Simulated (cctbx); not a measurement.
# A crystallographic session in cctbx: CsWS3

Library: cctbx 2025.11. The data are simulated by the first script.

## 1. Simulate the data

run.py:

```python
from cctbx import adptbx, crystal, miller, sgtbx, xray
from cctbx.array_family import flex
from iotbx.shelx import hklf
from scitbx import matrix
import scitbx.random

cs = crystal.symmetry(unit_cell=(4.87, 4.87, 4.87, 90, 90, 90), space_group_symbol='Hall: -P 4 2 3')  # Pm-3m
atoms = [  # label, site, U (iso, or U11 U22 U33 U12 U13 U23 in A^2), occupancy
    ("W1", (0.5, 0.5, 0.5), (0.0084, 0.0084, 0.0084, 0.0000, 0.0000, 0.0000), 1),
    ("Cs1", (0, 0, 0), (0.0071, 0.0071, 0.0071, 0.0000, -0.0000, -0.0000), 1),
    ("S1", (0, 0.5, 0.5), (0.0121, 0.0166, 0.0166, 0.0000, 0.0000, 0.0000), 1),
]
xs = xray.structure(crystal_symmetry=cs)
for label, site, u, occ in atoms:
    u = adptbx.u_cif_as_u_star(cs.unit_cell(), u) if isinstance(u, tuple) else u
    xs.add_scatterer(xray.scatterer(label, site=site, u=u, occupancy=occ))
xs.set_inelastic_form_factors(0.6889, "sasaki")
xs.show_summary()
p1 = xs.expand_to_p1()
ms = miller.build_set(p1, anomalous_flag=True, d_min=0.77)
flex.set_random_seed(36996)
scitbx.random.set_random_seed(36996)
ms = ms.select(flex.random_double(ms.size()) < 0.95)
i = ms.structure_factors_from_scatterers(p1, algorithm="direct").f_calc().as_intensity_array().data()
i = i / flex.sqrt(1 + 0.3 * i / flex.max(i))  # extinction
i = i * 40000 / flex.max(i)
sig = flex.sqrt(i + flex.pow2(0.04 * i) + 8 ** 2)
noise = scitbx.random.variate(scitbx.random.normal_distribution())(i.size())
data = ms.array(data=i + sig * noise, sigmas=sig).set_observation_type_xray_intensity()
with open("data.hkl", "w") as f:
    data.export_as_shelx_hklf(f)
print("reflections written:", data.size(), " <I/sigma> = %.1f" % flex.mean(data.data() / data.sigmas()))
for h, a, b in list(data.sort("data"))[:12]:
    print("%4d%4d%4d %9.1f %7.1f" % (h + (a, b)))
```

```console
$ python run.py
```

```text
Number of scatterers: 3
At special positions: 3
Unit cell: (4.87, 4.87, 4.87, 90, 90, 90)
Space group: P m -3 m (No. 221)
reflections written: 985  <I/sigma> = 20.0
   0   0   2   42192.9  1612.5
   0   2   0   41242.6  1612.5
   0  -2   0   40145.1  1612.5
   0   0  -2   39363.3  1612.5
   2   0   0   38092.2  1612.5
  -2   0   0   37808.4  1612.5
   2   0  -2   31793.5  1220.5
  -2   0   2   30857.6  1220.5
   2   0   2   30722.4  1220.5
  -2  -2   0   30381.6  1220.5
   0  -2  -2   30221.3  1220.5
  -2   0  -2   30000.9  1220.5
```

Run time: 0.22 s on 1 thread of Arm Neoverse V2, on a shared host, peak memory 0.07 GiB.

## 2. Refinement (right model, isotropic)

run.py:

```python
import math
from cctbx import adptbx, crystal, maptbx, sgtbx, xray
from cctbx.array_family import flex
from cctbx.xray import observations
from iotbx.shelx import hklf
from scitbx.lstbx import normal_eqns_solving
from smtbx import absolute_structure, utils
from smtbx.refinement import constraints, least_squares

cs = crystal.symmetry(unit_cell=(4.87, 4.87, 4.87, 90, 90, 90), space_group_symbol='Hall: -P 4 2 3')  # Pm-3m
atoms = [  # label, site, U (iso, or U11 U22 U33 U12 U13 U23 in A^2), occupancy
    ("W1", (0.5, 0.5, 0.5), 0.0200, 1),
    ("Cs1", (0, 0, 0), 0.0200, 1),
    ("S1", (0, 0.5, 0.5), 0.0200, 1),
]
xs = xray.structure(crystal_symmetry=cs)
for label, site, u, occ in atoms:
    u = adptbx.u_cif_as_u_star(cs.unit_cell(), u) if isinstance(u, tuple) else u
    xs.add_scatterer(xray.scatterer(label, site=site, u=u, occupancy=occ))
xs.set_inelastic_form_factors(0.6889, "sasaki")
raw = hklf.reader(file_name="data.hkl").as_miller_arrays(crystal_symmetry=cs, anomalous=True)[0]
merged = raw.eliminate_sys_absent().merge_equivalents()
fo2 = merged.array().set_observation_type_xray_intensity()
print("Rint %.3f, %d unique reflections to %.2f A" % (merged.r_int(), fo2.size(), fo2.d_min()))
for sc in xs.scatterers():
    sc.flags.set_grad_site(True)
    sc.flags.set_grad_u_aniso(sc.flags.use_u_aniso())
    sc.flags.set_grad_u_iso(sc.flags.use_u_iso())
obs = fo2.as_xray_observations()
extra = {}
rep = constraints.reparametrisation(xs, [], utils.connectivity_table(xs), **extra)
ls = least_squares.crystallographic_ls(obs, rep, weighting_scheme=least_squares.mainstream_shelx_weighting(a=0, b=0))
print("cycle     R1     wR2    GooF  max shift (A)")
for cycle in range(8):
    ls.build_up()
    r1, wr2, goof = ls.r1_factor(cutoff_factor=2)[0], ls.wR2(), ls.goof()
    old = xs.sites_cart()
    normal_eqns_solving.levenberg_marquardt_iterations(ls, n_max_iterations=3, tau=1e-06, step_threshold=1e-7)
    big = flex.max((xs.sites_cart() - old).norms())
    print("%4d %7.4f %7.4f %7.3f %9.5f" % (cycle + 1, r1, wr2, goof, big))
    ls.build_up(objective_only=True)
    if abs(ls.wR2() - wr2) < 5e-5 and big < 5e-4:
        break
ls.build_up()
print("final R1 %.4f wR2 %.4f GooF %.3f  parameters %d  data/parameter %.1f" % (ls.r1_factor(cutoff_factor=2)[0], ls.wR2(), ls.goof(), ls.n_parameters, fo2.size() / ls.n_parameters))
cov = ls.covariance_matrix_and_annotations()
su = dict(zip(cov.annotations, (math.sqrt(max(v, 0)) for v in cov.matrix.matrix_packed_u_diagonal())))
a2 = cs.unit_cell().reciprocal_parameters()[0] ** -2
print("atom        x        y        z      Ueq    occ   su(xyz)  su(Uiso or U11)")
for sc in xs.scatterers():
    s = max(su.get(sc.label + k, 0) for k in (".x", ".y", ".z"))
    npd = "" if sc.is_positive_definite_u(cs.unit_cell()) else "  NPD"
    print("%-5s %8.5f %8.5f %8.5f %8.4f %6.3f %8.5f %7.4f%s" % ((sc.label,) + sc.site + (sc.u_iso_or_equiv(cs.unit_cell()), sc.occupancy, s, su.get(sc.label + ".uiso", su.get(sc.label + ".u11", 0) * a2), npd)))
fo = fo2.f_sq_as_f()
fc = fo.structure_factors_from_scatterers(xs, algorithm="direct").f_calc()
diff = fo.f_obs_minus_f_calc(1 / math.sqrt(ls.scale_factor()), fc).average_bijvoet_mates()
m = diff.fft_map(symmetry_flags=maptbx.use_space_group_symmetry, resolution_factor=0.25).apply_volume_scaling()
print("difference map: max %.2f min %.2f rms %.2f" % (m.statistics().max(), m.statistics().min(), m.statistics().sigma()))
peaks = m.peak_search(parameters=maptbx.peak_search_parameters(min_distance_sym_equiv=0.6, max_clusters=6)).all()
near = xs.closest_distances(peaks.sites(), distance_cutoff=4)
sps = cs.special_position_settings(min_distance_sym_equiv=0.5)
for k, (x, h) in enumerate(zip(peaks.sites(), peaks.heights())):
    ss = sps.site_symmetry(x)
    print("Q%-3d %7.4f %7.4f %7.4f %4d %7.2f  %.2f A from %s" % ((k + 1,) + tuple(t % 1 for t in ss.exact_site()) + (ss.multiplicity(), h, near.smallest_distances[k], xs.scatterers()[near.i_seqs[k]].label)))
```

```console
$ python run.py
```

```text
Rint 0.031, 45 unique reflections to 0.77 A
cycle     R1     wR2    GooF  max shift (A)
   1  0.1105  0.2311  22.460   0.00000
   2  0.0148  0.0288   2.795   0.00000
final R1 0.0148 wR2 0.0288 GooF 2.795  parameters 3  data/parameter 15.0
atom        x        y        z      Ueq    occ   su(xyz)  su(Uiso or U11)
W1     0.50000  0.50000  0.50000   0.0077  1.000  0.00000  0.0002
Cs1    0.00000  0.00000  0.00000   0.0067  1.000  0.00000  0.0003
S1     0.00000  0.50000  0.50000   0.0143  1.000  0.00000  0.0005
difference map: max 0.35 min -1.86 rms 0.22
Q1    0.2000  0.5000  0.5000    6    0.35  0.97 A from S1
Q2    0.0000  0.4104  0.4104   12    0.31  0.62 A from S1
Q3    0.1072  0.2429  0.3945   48    0.28  1.45 A from S1
Q4    0.1837  0.4115  0.4115   24    0.25  1.08 A from S1
Q5    0.0000  0.1787  0.1787   12    0.23  1.23 A from Cs1
Q6    0.3147  0.3147  0.5000   12    0.19  1.28 A from W1
```

Time: 0.37 s.

## 3. Refinement (right model, anisotropic)

run.py, as its changes from the last script of this kind:

```diff
@@ -12,3 +12,3 @@
-    ("W1", (0.5, 0.5, 0.5), 0.0200, 1),
-    ("Cs1", (0, 0, 0), 0.0200, 1),
-    ("S1", (0, 0.5, 0.5), 0.0200, 1),
+    ("W1", (0.5, 0.5, 0.5), 0.0077, 1),
+    ("Cs1", (0, 0, 0), 0.0067, 1),
+    ("S1", (0, 0.5, 0.5), 0.0143, 1),
@@ -20,0 +21 @@
+xs.convert_to_anisotropic()
```

```console
$ python run.py
```

```text
Rint 0.031, 45 unique reflections to 0.77 A
cycle     R1     wR2    GooF  max shift (A)
   1  0.0148  0.0288   2.830   0.00000
   2  0.0134  0.0217   2.134   0.00000
final R1 0.0134 wR2 0.0217 GooF 2.134  parameters 4  data/parameter 11.2
atom        x        y        z      Ueq    occ   su(xyz)  su(Uiso or U11)
W1     0.50000  0.50000  0.50000   0.0077  1.000  0.00000  0.0002
Cs1    0.00000  0.00000  0.00000   0.0067  1.000  0.00000  0.0002
S1     0.00000  0.50000  0.50000   0.0143  1.000  0.00000  0.0006
difference map: max 0.25 min -1.87 rms 0.21
Q1    0.1777  0.5000  0.5000    6    0.26  0.87 A from S1
Q2    0.1074  0.2455  0.3919   48    0.26  1.44 A from S1
Q3    0.0000  0.1846  0.1846   12    0.20  1.27 A from Cs1
Q4    0.2290  0.4015  0.4015   24    0.20  1.31 A from S1
Q5    0.1200  0.1200  0.3200   24    0.14  1.76 A from Cs1
Q6    0.0000  0.0000  0.2280    6    0.14  1.11 A from Cs1
```

Time: 0.37 s.

## 4. Refinement

run.py, as its changes from the last script of this kind:

```diff
@@ -20 +20 @@
-xs.set_inelastic_form_factors(0.6889, "sasaki")
+# no anomalous dispersion
@@ -35 +35 @@
-for cycle in range(8):
+for cycle in range(12):
```

```console
$ python run.py
```

```text
Rint 0.031, 45 unique reflections to 0.77 A
cycle     R1     wR2    GooF  max shift (A)
   1  0.0224  0.0758   7.455   0.00000
   2  0.0224  0.0417   4.101   0.00000
final R1 0.0224 wR2 0.0417 GooF 4.101  parameters 4  data/parameter 11.2
atom        x        y        z      Ueq    occ   su(xyz)  su(Uiso or U11)
W1     0.50000  0.50000  0.50000   0.0083  1.000  0.00000  0.0004
Cs1    0.00000  0.00000  0.00000   0.0069  1.000  0.00000  0.0004
S1     0.00000  0.50000  0.50000   0.0099  1.000  0.00000  0.0011
difference map: max 0.43 min -3.92 rms 0.32
Q1    0.0000  0.4039  0.4039   12    0.44  0.66 A from S1
Q2    0.1480  0.5000  0.5000    6    0.40  0.72 A from S1
Q3    0.1100  0.2476  0.3873   48    0.39  1.45 A from S1
Q4    0.0946  0.0946  0.4229   24    0.30  2.06 A from S1
Q5    0.2565  0.4086  0.4086   24    0.28  1.34 A from W1
Q6    0.2351  0.2351  0.5000   12    0.27  1.72 A from S1
```

Time: 0.37 s.

This run holds a fault made on purpose: anomalous dispersion left out.

## 5. Refinement

run.py, as its changes from the last script of this kind:

```diff
@@ -20 +20 @@
-# no anomalous dispersion
+xs.set_inelastic_form_factors(1.54184, "sasaki")
```

```console
$ python run.py
```

```text
Rint 0.031, 45 unique reflections to 0.77 A
cycle     R1     wR2    GooF  max shift (A)
   1  0.0590  0.2740  26.948   0.00000
   2  0.0269  0.0880   8.654   0.00000
   3  0.0265  0.0878   8.630   0.00000
final R1 0.0265 wR2 0.0878 GooF 8.630  parameters 4  data/parameter 11.2
atom        x        y        z      Ueq    occ   su(xyz)  su(Uiso or U11)
W1     0.50000  0.50000  0.50000   0.0045  1.000  0.00000  0.0008
Cs1    0.00000  0.00000  0.00000   0.0096  1.000  0.00000  0.0008
S1     0.00000  0.50000  0.50000   0.0184  1.000  0.00000  0.0026
difference map: max 0.67 min -2.69 rms 0.36
Q1    0.3999  0.5000  0.5000    6    0.68  0.49 A from W1
Q2    0.2066  0.5000  0.5000    6    0.46  1.01 A from S1
Q3    0.1727  0.1727  0.3244   24    0.34  1.98 A from Cs1
Q4    0.1302  0.1302  0.1302    8    0.33  1.10 A from Cs1
Q5    0.0930  0.3034  0.4092   48    0.30  1.15 A from S1
Q6    0.0000  0.0000  0.2039    6    0.30  0.99 A from Cs1
```

Time: 0.43 s.

This run holds a fault made on purpose: dispersion terms of the wrong wavelength.

## 6. Refinement

run.py, as its changes from the last script of this kind:

```diff
@@ -14 +13,0 @@
-    ("S1", (0, 0.5, 0.5), 0.0143, 1),
@@ -20 +19 @@
-xs.set_inelastic_form_factors(1.54184, "sasaki")
+xs.set_inelastic_form_factors(0.6889, "sasaki")
```

```console
$ python run.py
```

```text
Rint 0.031, 45 unique reflections to 0.77 A
cycle     R1     wR2    GooF  max shift (A)
   1  0.1797  0.4460  42.832   0.00000
   2  0.1864  0.4333  41.612   0.00000
final R1 0.1864 wR2 0.4333 GooF 41.612  parameters 2  data/parameter 22.5
atom        x        y        z      Ueq    occ   su(xyz)  su(Uiso or U11)
W1     0.50000  0.50000  0.50000   0.0073  1.000  0.00000  0.0041
Cs1    0.00000  0.00000  0.00000   0.0034  1.000  0.00000  0.0042
difference map: max 36.33 min -6.88 rms 2.66
Q1    0.0000  0.5000  0.5000    3   40.19  2.44 A from W1
Q2    0.5000  0.5000  0.5000    1   37.10  0.00 A from W1
Q3    0.0000  0.0000  0.5000    3   14.37  2.44 A from Cs1
Q4    0.2481  0.5000  0.5000    6    2.28  1.23 A from W1
Q5    0.0908  0.2276  0.2276   24    1.57  1.63 A from Cs1
Q6    0.3631  0.3631  0.3631    8    1.53  1.15 A from W1
```

Run time: 0.37 s on 1 thread of Arm Neoverse V2, on a shared host, peak memory 0.09 GiB.

This run holds a fault made on purpose: atom left out: S1.

[Logs are printed without paths, hosts, clocks, repeated set-up lines and the standing remarks that a program may print on its own settings, such as how far it seeks lower states.]
